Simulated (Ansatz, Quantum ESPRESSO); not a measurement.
# Gate doping of honeycomb AsN, 2 layers, AB stacking, part 7 of 7

Aim: where the induced charge goes and how the bands change when honeycomb AsN, 2 layers, AB stacking is doped by a gate.

Quantum ESPRESSO 7.5; plane-wave DFT, PBE, GBRV ultrasoft pseudopotentials; geometry by Ansatz 0.2.0 with PAW datasets.

So far. Step 21 (Projected density of states): The atomic orbitals miss 1.1 % of the occupied states; for empty states the projections can miss much more. Step 21 (Projected density of states): On so few k points the sharp peaks and dips of the DOS are largely sampling.

### 22. Self-consistent run, with smearing = gaussian and degauss = 0.03

A sensitivity test on the input.

File g1.w0.in:

```
&control
  prefix = 'g1.w0'
  outdir = './out'
  pseudo_dir = './pseudo'
  calculation = 'scf'
  tprnfor = .true.
  tefield = .true.
  dipfield = .true.
  gate = .true.
/
&system
  ibrav = 0
  nat = 4
  ntyp = 2
  ecutwfc = 40
  ecutrho = 200
  occupations = 'smearing'
  smearing = 'gaussian'
  degauss = 0.03
  edir = 3
  emaxpos = 0.200922
  eopreg = 0.01
  eamp = 0.0
  zgate = 0.212922
  block = .true.
  block_1 = 0.139501
  block_2 = 0.286344
  block_height = 2.0
  tot_charge = 0.0154
  nbnd = 16
/
&electrons
  conv_thr = 1e-07
  mixing_beta = 0.4
  electron_maxstep = 120
  mixing_mode = 'local-TF'
/
ATOMIC_SPECIES
  N   14.0070  n_pbe_v1.2.uspp.F.UPF
  As  74.9216  as_pbe_v1.uspp.F.UPF
CELL_PARAMETERS angstrom
  2.95552558194245 -0.00000000000000 -0.00000000000000
  -1.47776279097123 2.55956023549695 -0.00000000000000
  -0.00000000000000 -0.00000000000000 27.24000000000000
ATOMIC_POSITIONS crystal
  N   0.666666666667 0.333333333333 0.406604666595
  As  0.333333333333 0.666666666667 0.441457616369
  N   -0.000000000000 -0.000000000000 0.558430446622
  As  0.666666666667 0.333333333333 0.593507270414
K_POINTS automatic
  12 12 1 0 0 0
```

The run is started by

```
OMP_NUM_THREADS=1 mpirun -n 4 pw.x -nk 4 -in g1.w0.in > g1.w0.out
```

Log:

```text
[banner, memory and clock lines left out]
Program PWSCF v.7.5 starts
[citation notice left out]

[...]
Message from routine setup:
[...]
bravais-lattice index     =            0
     lattice parameter (alat)  =       5.5851  a.u.
     unit-cell volume          =    1390.6050 (a.u.)^3
     number of atoms/cell      =            4
     number of atomic types    =            2
     number of electrons       =        19.98
     number of Kohn-Sham states=           16
     kinetic-energy cutoff     =      40.0000  Ry
     charge density cutoff     =     200.0000  Ry
     scf convergence threshold =      1.0E-07
     mixing beta               =       0.4000
     number of iterations used =            8  local-TF  mixing
     Exchange-correlation= SLA  PW   PBE  PBE
                           (   1   4   3   4   0   0   0)

[...]
PseudoPot. # 1 for N  read from file:
     ./pseudo/n_pbe_v1.2.uspp.F.UPF
     Pseudo is Ultrasoft + core correction, Zval =  5.0
     Generated by new atomic code, or converted to UPF format
     Using radial grid of  729 points,  4 beta functions with:
                l(1) =   0
                l(2) =   0
                l(3) =   1
                l(4) =   1
     Q(r) pseudized with  8 coefficients,  rinner =    0.900   0.900   0.900

     PseudoPot. # 2 for As read from file:
     ./pseudo/as_pbe_v1.uspp.F.UPF
     Pseudo is Ultrasoft + core correction, Zval =  5.0
     Generated by new atomic code, or converted to UPF format
     Using radial grid of  875 points,  6 beta functions with:
                l(1) =   0
                l(2) =   0
                l(3) =   1
                l(4) =   1
                l(5) =   2
                l(6) =   2
     Q(r) pseudized with  8 coefficients,  rinner =    1.300   1.300   1.300
                                                       1.300   1.300

     atomic species   valence    mass     pseudopotential
     N                 5.00    14.00700     N ( 1.00)
     As                5.00    74.92160     As( 1.00)

      6 Sym. Ops. (no inversion) found

                                    s                        frac. trans.

      isym =  1     identity

 cryst.   s( 1) = (     1          0          0      )
                  (     0          1          0      )
                  (     0          0          1      )

 cart.    s( 1) = (  1.0000000 -0.0000000  0.0000000 )
                  (  0.0000000  1.0000000  0.0000000 )
                  (  0.0000000  0.0000000  1.0000000 )

      isym =  2     120 deg rotation - cryst. axis [0,0,1]

 cryst.   s( 2) = (     0          1          0      )
                  (    -1         -1          0      )
                  (     0          0          1      )

 cart.    s( 2) = ( -0.5000000 -0.8660254  0.0000000 )
                  (  0.8660254 -0.5000000  0.0000000 )
                  (  0.0000000  0.0000000  1.0000000 )

      isym =  3     120 deg rotation - cryst. axis [0,0,-1]

 cryst.   s( 3) = (    -1         -1          0      )
                  (     1          0          0      )
                  (     0          0          1      )

 cart.    s( 3) = ( -0.5000000  0.8660254  0.0000000 )
                  ( -0.8660254 -0.5000000  0.0000000 )
                  (  0.0000000  0.0000000  1.0000000 )

      isym =  4     inv. 180 deg rotation - cart. axis [1,0,0]

 cryst.   s( 4) = (    -1          0          0      )
                  (     1          1          0      )
                  (     0          0          1      )

 cart.    s( 4) = ( -1.0000000 -0.0000000  0.0000000 )
                  (  0.0000000  1.0000000  0.0000000 )
                  (  0.0000000  0.0000000  1.0000000 )

      isym =  5     inv. 180 deg rotation - cryst. axis [0,1,0]

 cryst.   s( 5) = (     1          1          0      )
                  (     0         -1          0      )
                  (     0          0          1      )

 cart.    s( 5) = (  0.5000000  0.8660254  0.0000000 )
                  (  0.8660254 -0.5000000  0.0000000 )
                  (  0.0000000  0.0000000  1.0000000 )

      isym =  6     inv. 180 deg rotation - cryst. axis [1,1,0]

 cryst.   s( 6) = (     0         -1          0      )
                  (    -1          0          0      )
                  (     0          0          1      )

 cart.    s( 6) = (  0.5000000 -0.8660254  0.0000000 )
                  ( -0.8660254 -0.5000000  0.0000000 )
                  (  0.0000000  0.0000000  1.0000000 )

[...]
number of k points=    19  Gaussian smearing, width (Ry)=  0.0300
[...]
Dense  grid:    66579 G-vectors     FFT dimensions: (  25,  25, 240)

     Smooth grid:    47643 G-vectors     FFT dimensions: (  24,  24, 216)

     Dynamical RAM for                 wfc:       1.45 MB

     Dynamical RAM for     wfc (w. buffer):       8.70 MB

     Dynamical RAM for           str. fact:       2.03 MB

     Dynamical RAM for           local pot:       0.00 MB

     Dynamical RAM for          nlocal pot:       4.71 MB

     Dynamical RAM for                qrad:       2.27 MB

     Dynamical RAM for          rho,v,vnew:       6.48 MB

     Dynamical RAM for               rhoin:       2.16 MB

     Dynamical RAM for            rho*nmix:      16.25 MB

     Dynamical RAM for           G-vectors:       4.17 MB

     Dynamical RAM for          h,s,v(r/c):       0.05 MB

     Dynamical RAM for          <psi|beta>:       0.01 MB

     Dynamical RAM for                 psi:       2.90 MB

     Dynamical RAM for                hpsi:       2.90 MB

     Dynamical RAM for                spsi:       2.90 MB

     Dynamical RAM for      wfcinit/wfcrot:       2.91 MB

     Dynamical RAM for           addusdens:      48.51 MB

     Dynamical RAM for          addusforce:      48.77 MB

     Adding charged plate to compensate the charge of the system - add_gatefield
     see PRB 89, 245406 (2014), works only for 2D systems perpendicular to z
                                i.e. 3rd lattice vector is (0,0,c)

        prefactor of the potential in [Ha a.u.]:     0.003582
               position of the gate within cell:     0.21292
         ion-gate + gate-gate contribution to the total energy:     1.465551
                         gate-gate contribution:     0.000473

        Adding potential to prevent charge spilling into region of the gate
        Potential is linearly increased and decreased within the first/last eopreg of block_size
[...]
156 MiB given to the printing process from OS
            86 MiB allocation reported by mallinfo(arena+hblkhd)
[...]
------------------
[...]
negative rho (up, down):  1.433E-03 0.000E+00

[...]
Dipole                0.3207 Ry au,          0.8151 Debye
[...]
total energy              =    -119.38730888 Ry
     estimated scf accuracy    <       0.00069660 Ry

[...]
iteration # 14     ecut=    40.00 Ry     beta= 0.40
[...]
---- Real-time Memory Report at c_bands before calling an iterative solver
           161 MiB given to the printing process from OS
            92 MiB allocation reported by mallinfo(arena+hblkhd)
[...]
------------------
[...]
negative rho (up, down):  4.261E-04 0.000E+00

[...]
Dipole                0.3566 Ry au,          0.9065 Debye
[...]
total energy              =    -119.38748012 Ry
     estimated scf accuracy    <       0.00000245 Ry

     iteration # 15     ecut=    40.00 Ry     beta= 0.40
[...]
---- Real-time Memory Report at c_bands before calling an iterative solver
           161 MiB given to the printing process from OS
            92 MiB allocation reported by mallinfo(arena+hblkhd)
[...]
------------------
[...]
negative rho (up, down):  4.632E-04 0.000E+00

[...]
Dipole                0.3581 Ry au,          0.9101 Debye
[...]
total energy              =    -119.38748073 Ry
     estimated scf accuracy    <       0.00000118 Ry

     iteration # 16     ecut=    40.00 Ry     beta= 0.40
[...]
---- Real-time Memory Report at c_bands before calling an iterative solver
           161 MiB given to the printing process from OS
            92 MiB allocation reported by mallinfo(arena+hblkhd)
[...]
------------------
[...]
negative rho (up, down):  4.496E-04 0.000E+00

[...]
Dipole                0.3585 Ry au,          0.9113 Debye
[...]
total energy              =    -119.38748084 Ry
     estimated scf accuracy    <       0.00000023 Ry

     iteration # 17     ecut=    40.00 Ry     beta= 0.40
[...]
---- Real-time Memory Report at c_bands before calling an iterative solver
           161 MiB given to the printing process from OS
            92 MiB allocation reported by mallinfo(arena+hblkhd)
[...]
------------------
[...]
negative rho (up, down):  4.235E-04 0.000E+00

[...]
Dipole                0.3580 Ry au,          0.9100 Debye
[...]
End of self-consistent calculation

          k = 0.0000 0.0000 0.0000 (  5995 PWs)   bands (ev):

   -20.9283 -19.8249 -10.8863  -9.5751  -4.6213  -4.6213  -3.7708  -3.5148
    -3.5148  -2.0312  -0.3940   1.1149   2.2522   2.7082   3.4079   3.4079

     occupation numbers
     1.0000   1.0000   1.0000   1.0000   1.0000   1.0000   1.0000   1.0000
     1.0000   0.9883   0.0003   0.0000   0.0000   0.0000   0.0000   0.0000

          k = 0.0000 0.0962 0.0000 (  5991 PWs)   bands (ev):

   -20.8024 -19.6991 -10.8167  -9.5186  -5.3859  -4.7843  -4.2722  -3.6785
    -3.6359  -1.9058   0.1254   1.6013   2.4137   2.8438   2.9564   3.5459

     occupation numbers
     1.0000   1.0000   1.0000   1.0000   1.0000   1.0000   1.0000   1.0000
     1.0000   0.9666   0.0000   0.0000   0.0000   0.0000   0.0000   0.0000

[...]
the Fermi energy is    -1.3770 ev

!    total energy              =    -119.38748094 Ry
     estimated scf accuracy    <       0.00000006 Ry
     smearing contrib. (-TS)   =      -0.00300590 Ry
     internal energy E=F+TS    =    -119.38447504 Ry

     The total energy is F=E-TS. E is the sum of the following terms:
     one-electron contribution =    -844.10768853 Ry
     hartree contribution      =     426.13924989 Ry
     xc contribution           =     -73.72507621 Ry
     ewald contribution        =     370.84233101 Ry
     electric field correction =       0.00115824 Ry
     gate field correction     =       1.46555057 Ry

     convergence has been achieved in  17 iterations

     negative rho (up, down):  4.235E-04 0.000E+00

     Forces acting on atoms (cartesian axes, Ry/au):

     atom    1 type  1   force =     0.00000000    0.00000000   -0.00873744
     atom    2 type  2   force =     0.00000000    0.00000000    0.00438794
     atom    3 type  1   force =     0.00000000    0.00000000   -0.00959556
     atom    4 type  2   force =     0.00000000    0.00000000    0.01394506
     The non-local contrib.  to forces
     atom    1 type  1   force =     0.00000000    0.00000000    1.35934306
     atom    2 type  2   force =     0.00000000   -0.00000000    0.95238009
     atom    3 type  1   force =     0.00000000    0.00000000    1.33827122
     atom    4 type  2   force =     0.00000000    0.00000000    0.92233060
     The ionic contribution  to forces
     atom    1 type  1   force =    -0.00000000    0.00000000  -23.62814638
     atom    2 type  2   force =     0.00000000   -0.00000000   -8.73716926
     atom    3 type  1   force =     0.00000000   -0.00000000    8.71620052
     atom    4 type  2   force =    -0.00000000    0.00000000   23.64911512
     The local contribution  to forces
     atom    1 type  1   force =    -0.00000000    0.00000000   22.32695024
     atom    2 type  2   force =     0.00000000   -0.00000000    7.74497774
     atom    3 type  1   force =     0.00000000   -0.00000000  -10.00806950
     atom    4 type  2   force =    -0.00000000    0.00000000  -24.60960299
     The core correction contribution to forces
     atom    1 type  1   force =     0.00000000   -0.00000000   -0.01238784
     atom    2 type  2   force =    -0.00000000    0.00000000    0.09623963
     atom    3 type  1   force =    -0.00000000   -0.00000000   -0.01225581
     atom    4 type  2   force =     0.00000000   -0.00000000    0.09298358
     The Hubbard contrib.    to forces
     atom    1 type  1   force =     0.00000000    0.00000000    0.00000000
     atom    2 type  2   force =     0.00000000    0.00000000    0.00000000
     atom    3 type  1   force =     0.00000000    0.00000000    0.00000000
     atom    4 type  2   force =     0.00000000    0.00000000    0.00000000
     The SCF correction term to forces
     atom    1 type  1   force =    -0.00000000   -0.00000000   -0.00021713
     atom    2 type  2   force =     0.00000000    0.00000000   -0.00025761
     atom    3 type  1   force =     0.00000000    0.00000000   -0.00033883
     atom    4 type  2   force =    -0.00000000   -0.00000000    0.00000914

     Gate contribution to forces:
     atom    1 type  1   force =    -0.00000000   -0.00000000   -0.02194342
     atom    2 type  2   force =    -0.00000000   -0.00000000   -0.01944669
     atom    3 type  1   force =    -0.00000000   -0.00000000   -0.01106719
     atom    4 type  2   force =    -0.00000000   -0.00000000   -0.00855442

     Total force =     0.019548     Total SCF correction =     0.000478

[...]
```

The job ended after 21 s (4 MPI ranks of Arm Neoverse V2, shared host; peak memory 0.4 GiB; 82 s of CPU time).

The Fermi energy comes to -1.377 eV against -1.404 eV, on pw.x's own zeros, which move with the slab's dipole; no bands were compared.

### 23. By hand

0.0923 e on 7.565 Å² is 0.01220 e/Å² = 12.2×10¹³ cm⁻². Between plate and sheet Gauss's law gives a field of 180.95 × 0.01220 = 2.21 V/Å; across 300 nm of an oxide with ε = 3.9 the same charge would need 1698 V, which is why such densities call for ionic gating.

### 24. What came out

```yaml
gap_along_the_path_neutral_sheet: 0.31 eV
centre_of_the_induced_charge_from_the_lowest_atom_at_2p0x1e13_holes_per_cm2: -0.75 Å
centre_of_the_induced_charge_from_the_lowest_atom_at_6p1x1e13_holes_per_cm2: -0.73 Å
fermi_level_less_the_valence_top_at_6p1x1e13_holes_per_cm2: 0.09 eV
centre_of_the_induced_charge_from_the_lowest_atom_at_1p22x1e14_holes_per_cm2: -0.71 Å
fermi_level_less_the_valence_top_at_1p22x1e14_holes_per_cm2: 0.05 eV
```

What this shows: At 1.22×10¹⁴ holes per cm² the induced charge is centred 0.71 Å below the lowest atom, and doping moves the gap along the path by up to 0.17 eV from 0.31 eV: the gap is not rigid. The induced charge is the carriers plus the polarisation of the sheet by the gate's field. Its centre lies 0.71 Å below the lowest atom, 3.26 Å from the middle of the sheet towards the gate; the carriers themselves sit in the bands' own orbitals. The neutral reference has no barrier, and the barrier's own push on the density tail can enter these centres, most at low doping; how much was not separated here. In the neutral sheet the valence top lies between K and Γ, the conduction bottom at M, 0.31 eV apart. At 6.1×10¹³ holes per cm² the valence top lies between K and Γ, the conduction bottom at M, 0.20 eV apart. At 1.22×10¹⁴ holes per cm² the valence top lies between K and Γ, the conduction bottom at M, 0.14 eV apart. The ions are fixed at the PBE-D3(BJ) geometry. One point of the 12×12 mesh holds 0.014 e a band, against 0.092 e added, so the place of the Fermi level is set by few points and by the smearing (632 K), and is rough. Spin-orbit coupling is left out; depending on the atoms that carry the levels of interest, it can split and shift them by tens to hundreds of meV.

[Logs are printed without paths, hosts, clocks, repeated set-up lines and the standing remarks that a program may print on its own settings, such as how far it seeks lower states.]

[Hosts, paths, dates, database ids (printed as entryN), source tags and the programs' standing remarks are cut or masked in the printed files.]

[Maps of the electrostatic potential energy from Ansatz leave out the sawtooth potential of an applied field or a dipole correction, so their vacuum need not be flat; planar profiles and work functions include it.]
